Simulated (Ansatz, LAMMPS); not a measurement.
# Amorphous carbon (220 atoms): geometry optimisation, part 3 of 3

Wanted: the relaxed structure of amorphous carbon (220 atoms) and its electronic structure.

Ansatz 0.2.0; Kohn-Sham DFT, PBE, PAW (set soft_2), plane waves.

The cell: 220 C. The quench rate of 100 K/ps far exceeds what a furnace or splat quench reaches. The network of bonds at the start is that of the classical potential that made the cell. The Brillouin zone is sampled at Γ only, in a cell whose shortest periodic width is 11 Å.

So far. Step 4 (Relaxation): The relaxation changed the energy by -227 meV/atom, and atoms moved by 0.34 Å r.m.s., 0.82 Å at most.

### Step 6. Single point at the relaxed geometry

The electronic structure is read at the final geometry, in a run of its own.

Contents of input.yaml:

```yaml
crystal:
  lattice:
    - [11.4553, 0.0, 0.0]
    - [0.0, 11.4553, 0.0]
    - [0.0, 0.0, 11.4553]
  atoms:
    - { symbol: C, position: [0.20916, 0.94643, 0.56533] }
    - { symbol: C, position: [0.60653, 0.21715, 0.37609] }
    - { symbol: C, position: [0.70935, 0.96233, 0.78835] }
    - { symbol: C, position: [0.93223, 0.77824, 0.6863] }
    - { symbol: C, position: [0.09964, 0.32614, 0.44903] }
    - { symbol: C, position: [0.6408, 0.59735, 0.3234] }
    - { symbol: C, position: [0.7261, 0.09186, 0.81534] }
    - { symbol: C, position: [0.02584, 0.55647, 0.48605] }
    - { symbol: C, position: [0.53624, 0.912, 0.12099] }
    - { symbol: C, position: [0.90868, 0.52705, 0.29808] }
    - { symbol: C, position: [0.36583, 0.95049, 0.37498] }
    - { symbol: C, position: [0.90232, 0.88864, 0.89157] }
    - { symbol: C, position: [0.92145, 0.51045, 0.42638] }
    - { symbol: C, position: [0.9278, 0.67033, 0.13888] }
    - { symbol: C, position: [0.54227, 0.99228, 0.66466] }
    - { symbol: C, position: [0.0635, 0.07779, 0.6681] }
    - { symbol: C, position: [0.2218, 0.65659, 0.889] }
    - { symbol: C, position: [0.05732, 0.90244, 0.35936] }
    - { symbol: C, position: [0.09465, 0.74149, 0.52374] }
    - { symbol: C, position: [0.62407, 0.48162, 0.73311] }
    - { symbol: C, position: [0.01058, 0.62457, 0.83384] }
    - { symbol: C, position: [0.52047, 0.10028, 0.91407] }
    - { symbol: C, position: [0.75486, 0.65257, 0.02896] }
    - { symbol: C, position: [0.66222, 0.2448, 0.97136] }
    - { symbol: C, position: [0.48897, 0.61816, 0.54709] }
    - { symbol: C, position: [0.55568, 0.89504, 0.98244] }
    - { symbol: C, position: [0.42915, 0.38872, 0.77889] }
    - { symbol: C, position: [0.27221, 0.38372, 0.5636] }
    - { symbol: C, position: [0.46188, 0.1228, 0.24572] }
    - { symbol: C, position: [0.7499, 0.95634, 0.66619] }
    - { symbol: C, position: [0.28943, 0.32467, 0.25085] }
    - { symbol: C, position: [0.41968, 0.19086, 0.53111] }
    [... 182 atom lines left out ...]
    - { symbol: C, position: [0.59328, 0.45008, 0.97585] }
    - { symbol: C, position: [0.14626, 0.03268, 0.77637] }
    - { symbol: C, position: [0.40438, 0.54871, 0.62409] }
    - { symbol: C, position: [0.66971, 0.32718, 0.69743] }
    - { symbol: C, position: [0.57739, 0.78566, 0.15076] }
    - { symbol: C, position: [0.64488, 0.4624, 0.33101] }
kpoints:
  mp_grid: { grid: [1, 1, 1] }
hamiltonian:
  xc: pbe
scf:
  occupations: { method: gaussian, width: 0.05 }
output:
  forces: true
  stress: true
  populations: true
  dos:
    method: { smearing: { sigma: 0.08 } }
    de: 0.1
    projected: { site_lists: { C: [C] } }
  eigenvalues: true
  write_density: true
  write_potential: true
  volumetric_format: npy
  elf: true
```

Launch:

```sh
$ ansatz run input.yaml --threads 4 --pin off --max-ram 8192MiB --backend cpu --events-out ev --progress --plain --runs-dir out
```

Numbers of over 12 decimals in the logs are rounded to 6 here.

Log:

```text
[...]
Crystal: 220 atoms, lattice volume = 1503.209 Å³
Basis set: ecut = 420 eV, 29423 PW (Γ), exchange–correlation on 160×160×160 points (8 copies of the dense FFT grid, shifted against one another)
Bands: 660, of which v1, the nominal top of the filled ones, is band 440 counted from 1 (439 counted from 0)
Symmetry: 1 space group operations
[...]
k-points: 1
[...]
SCF iter   1: F=—  HF=-55045.937520 eV  |F-HF|=—  |Δ(HF+E_count)|=         —  Δρ=1.58e-2  dr2=1.06e1  ethr=1.77e-3  ⟨swp⟩=6.0  Hψ=2688  notcnv=0  defer=178
[...]
SCF iter  12: F=-55044.358690 eV  HF=-55044.358690 eV  |F-HF|=1.62e-8  |Δ(HF+E_count)|=   1.25e-8  Δρ=6.73e-7  dr2=1.88e-8  ethr=1.14e-11  ⟨swp⟩=21.0  Hψ=5372  notcnv=0
SCF 1 converged in 12 iterations: F = -55044.358690 eV  dr2 = 1.88e-8
[...]
SCF converged after 12 iterations
Free energy (F): -55044.358690 eV
[...]
Internal energy: -55044.315247 eV  (E = F + TS)
E sigma→0 (E₀):  -55044.336969 eV
Entropy (-TS):   -0.043442 eV (-0.197 meV/atom)
Fermi energy:    10.692278 eV
[...]
--- Forces (eV/Å), atoms counted from 1 ---
  atom   1  C     -0.00012607    -0.00161691     0.00502602
  atom   2  C      0.00219684     0.00226016    -0.00000119
  atom   3  C      0.00598815     0.00089910     0.00020454
  atom   4  C      0.00365275     0.00121597     0.00131375
  atom   5  C      0.00043062    -0.00059483     0.00048442
  atom   6  C      0.00148546     0.00236861    -0.00058598
  atom   7  C      0.00005419     0.00297177    -0.00333097
  atom   8  C     -0.00222494     0.00045830     0.00016176
  atom   9  C     -0.00733723    -0.01044421     0.01699527
  atom  10  C     -0.00092461    -0.00297664     0.00491536
  atom  11  C     -0.00556110    -0.00052294    -0.00743985
  atom  12  C      0.00185324     0.00108474     0.00110314
  atom  13  C      0.00006198     0.00026470    -0.00340051
  atom  14  C      0.00447951     0.00495143     0.00096878
[...]
atom 219  C     -0.00405447     0.00807049     0.02243264
  atom 220  C      0.00018161    -0.00010867     0.00235832
  max |Σ_I F_I| component: 3.63e-5 eV/Å
--- Stress (GPa, compression-positive) ---
       -2.077925      -0.873357       3.009882
       -0.873357     -12.165643      -3.340513
        3.009883      -3.340513      -7.285701
  P = ⅓ Tr σ = -7.1764 GPa (-71.764 kbar)
--- Band table (eV) ---
[...]
--- Löwdin populations: 220 sites ---
  site symbol       q [e]
     0      C      4.0175
     1      C      3.9486
     2      C      3.9590
[...]
219      C      3.9639
  spilling = 0.005620 (of n_electrons = 880.000000)
```

Run time: 49 s. Hardware: 4 threads of Arm Neoverse V2, shared host; peak memory 2.6 GiB; 3.2 min of CPU time.

Read from the output:

```yaml
free_energy: -55044.3587 eV
free_energy_per_atom: -250.2016 eV/atom
scf_cycles: 12
pressure: -7.176 GPa
r_m_s_force_component: 0.00459 eV/Å
longest_force: 0.03006 eV/Å
fermi_energy: 10.69 eV
levels_partly_filled_by_over_2_per_cent: 2
spilling_of_the_projection: 0.00562
```

The mean of these charges, 0.022 e, is only the charge that the projection spills.

Löwdin charges by element and coordination (they lack the spilled electrons, 0.022 e an atom on average):

```
element  coordination  atoms  mean charge (e)  spread    least    most
      C           all    220           0.0225  0.0228  -0.0639  0.0878
      C             3     90           0.0116  0.0281  -0.0639  0.0878
      C             4    130             0.03   0.014  -0.0175  0.0632
```

Density of states as counts of states in windows of 1 eV (from the Fermi level), total and the larger projections:

```
from (eV)  to (eV)  total   C p   C s
      -18      -17   28.6  10.6  17.7
      -17      -16   38.4  15.3  22.8
      -16      -15   31.5  13.3  17.9
      -15      -14   34.2  15.8  18.2
      -14      -13   33.3  17.1  16.0
      -13      -12   37.6  22.6  14.7
      -12      -11   41.6  27.8  13.6
      -11      -10   39.7  29.0  10.4
      -10       -9   48.1  38.6   9.2
       -9       -8   53.2  45.3   7.6
       -8       -7   64.9  57.5   7.1
       -7       -6   69.3  63.1   6.0
       -6       -5   76.6  71.4   5.0
       -5       -4   73.1  68.9   3.9
       -4       -3   60.7  57.8   2.7
       -3       -2   41.8  39.7   1.9
       -2       -1   30.7  29.0   1.4
       -1        0   21.7  20.2   1.2
        0        1   15.4  13.9   1.2
        1        2   20.5  18.3   1.6
        2        3   31.6  27.0   3.4
        3        4   28.7  23.1   4.1
        4        5   41.8  30.0   8.8
```

The curve was stored every 0.10 eV, coarse against its broadening of 0.08 eV, so these counts are rough.

Between -22 and -18 eV lie 55 more states.

The levels nearest the highest filled one (over half full), pooled over k-points and spins:

```
level less the highest filled one (eV)  occupation
                                -0.559           2
                                -0.506           2
                                -0.281           2
                                -0.155           2
                               -0.0498        1.97
                                     0        1.59
                                0.0563       0.439
                                 0.213           0
                                 0.265           0
                                 0.452           0
                                 0.610           0
                                 0.692           0
```

Valence density in the ab plane at fractional z = 0.026, with atoms of C within 0.2 Å of it. It is the smooth field of the valence electrons, not physical close to the nuclei.

Ten even steps from '_' (0.1 e/Å³) to '@' (2.0 e/Å³), each cell a mean:
```
__::**%%%%++..____::##@@##--______..::......--**++::______________
__..--****--..____::++##++::____..==**++--::==##++::______________
____..::::..______..--++==::..__..==**++----==****--..____________
________......______..==****--::..::--::....::--++==::....::====::
..____..::==--..____..==%%@@##==::::::....____..--==--::::==%%##--
..____::++%%##--..__..--**##++--::--++**==::__..::--::....--++++::
______..--**++::______..::::......--##@@##--..::--++--......::::..
________......__________________..--##@@**--::==##%%**==::----::..
__________________........______..--++==::....==##%%%%##%%%%##==..
________________..--==--......::::----::..__..::------++##%%##--__
____....________::**##==::..--++##**--..____....______::++##++::__
____......____..::++**==::::==%%@@%%++--::::::..______::++%%**--..
....__________....----------==******++++**++--::..::::++%%%%%%++::
::....______..______....::::::......::--====--::--++**##**++++--::
--====::..::::....____________________..........--##%%++::........
++%%%%**====++==--::..________________________..==%%@@==..______..
++%%##++--==++****++==----::..__________....::==##@@@@++::..____::
####==::....::----==++**##++--..________..--==++####%%##++--::--==
%%**::________....::--****##**==--..____..::----::--==++******##%%
##++..________..::--====--==**%%##++::____......____..--++++==++**
==--::________::++##**--..::==##%%**::____......__..::==**==::..::
::--::..______..==####==..__..----::..____..--====--++##%%++::__..
..::----::______..==**++--..______________::**%%%%########**::..__
__::++**++::..____::**##++::______________..++%%%%++------::..____
```
Columns run along a (11.5 Å), rows up along b (11.5 Å). Atoms in or near the plane, at fractional coordinates: C at (0.75, 0.65), C at (0.49, 0.51), C at (0.88, 0.47), C at (0.99, 0.20), C at (0.10, 0.97), C at (0.88, 0.60), C at (0.77, 0.28), C at (0.58, 0.71), C at (0.71, 0.03), C at (0.48, 0.15), C at (0.84, 0.07), C at (0.05, 0.32), C at (0.39, 0.79).

Electrostatic potential energy in the ab plane at fractional z = 0.026, with atoms of C within 0.2 Å of it. With pseudopotentials it is smooth inside the atoms' cores, unlike the true potential.

Ten even steps from '0' (-52 eV) to '9' (13 eV), each cell a mean:
```
983006999852589999899987799999999
997458999975799998668863589999999
999989999986789997458852489999999
999999999998547998889987888999889
999987799996003888999999877998657
999975589998426888656899988998778
999987799999989998301799768999989
999999999999999998524897213888889
999999999999999998888997213730389
999999999878999988889999778710289
999999998767998535899999999975799
999999998547887101788999999853489
999999999778888535766788988820079
899999999999989999877889843664688
866898899999999999999999843689999
511586578899999999999999855899999
611687776578889999999988400699999
567899987675248999999767522677886
049999999885137778999878878733760
269999998778786104999999999855772
789999995137996104899999999778998
878999996237999778999986786104899
988899998777899999999840166115899
996348999852489999999850168778999
```
Columns run along a (11.5 Å; values clipped at the 3rd and 97th percentile), rows up along b (11.5 Å). Atoms in or near the plane, at fractional coordinates: C at (0.75, 0.65), C at (0.49, 0.51), C at (0.88, 0.47), C at (0.99, 0.20), C at (0.10, 0.97), C at (0.88, 0.60), C at (0.77, 0.28), C at (0.58, 0.71), C at (0.71, 0.03), C at (0.48, 0.15), C at (0.84, 0.07), C at (0.05, 0.32), C at (0.39, 0.79).

Löwdin charges run from -0.06 to +0.09 e, about a mean that is the spilled charge alone. Within 0.4 eV of the Fermi level the largest share is C p (93 % of the projected weight).

The surroundings of C80, picked at random, nearest first, numbered as they follow in the input and with coordinates relative to it.

```
atom      x      y      z  distance (Å)  bonds  Löwdin charge (e)
 C80   0.00   0.00   0.00          0.00      4               0.01
C204  -1.13   0.97  -0.16          1.50      3              -0.01
C128   0.98  -0.02  -1.32          1.64      4               0.03
  C9  -0.98  -1.37  -0.28          1.71      4               0.00
C114   0.75   0.44   1.50          1.73      4               0.02
 C29  -1.83   1.04   1.14          2.40      3               0.01
C137   0.91  -1.54  -1.74          2.50      4               0.01
C144  -1.68   1.37  -1.32          2.54      3               0.05
 C26  -0.76  -1.57  -1.87          2.56      4               0.04
C145   0.39   0.98  -2.45          2.67      4               0.03
```

The column of bonds counts only the pairs C-C within 1.85 Å; other neighbours, such as metal atoms beside each other in a compound, aren't counted, and periodic images can show an atom twice.

### Step 7. Outcome

```
energy change in the relaxation : -227.2 meV/atom
r.m.s. displacement             : 0.336 Å
largest displacement            : 0.816 Å
free energy per atom            : -250.2016 eV/atom
pressure                        : -7.176 GPa
r.m.s. force component          : 0.00459 eV/Å
wall time of the 3 DFT runs     : 16 min
```

In words: Relaxation lowers the energy by 227 meV/atom and moves atoms by 0.34 Å r.m.s.; the r.m.s. force component goes from 1.3 to 0.0046 eV/Å, the pressure goes from -1.5 to -7.2 GPa. By the final cutoffs 4 of 360 bonded pairs parted and 39 joined. First to last step the energy falls by 49.979 eV; the largest move, 0.82 Å, is that of C5. The C-C bonds go from 1.504 Å (spread 0.059) to 1.543 Å (spread 0.089), and their number from 360 to 395. With the cutoffs above, 59 % of C atoms have 4 bonded neighbours. Read as hybridisation, 59 % of the carbon is sp3 and 41 % sp2. Counting bands leaves a spacing of only 0.056 eV (at Γ alone), which the smearing bridges: 2 levels are partly filled by over 2 %, so a gap, if any, is small at this level.

Caveats: The network of bonds at the start is that of the classical potential that made the cell; in DFT 4 of its 360 bonded pairs passed out of the cutoffs and 39 came within them. The stress is far from hydrostatic: its diagonal is -2.1, -12.2, -7.3 GPa, compression counted positive. The pressure of -7.2 GPa shows the cell to be stretched for this functional.

[Logs are printed without paths, hosts, clocks, repeated set-up lines and the standing remarks that a program may print on its own settings, such as how far it seeks lower states.]

[Hosts, paths, dates, database ids (printed as entryN), source tags and the programs' standing remarks are cut or masked in the printed files.]
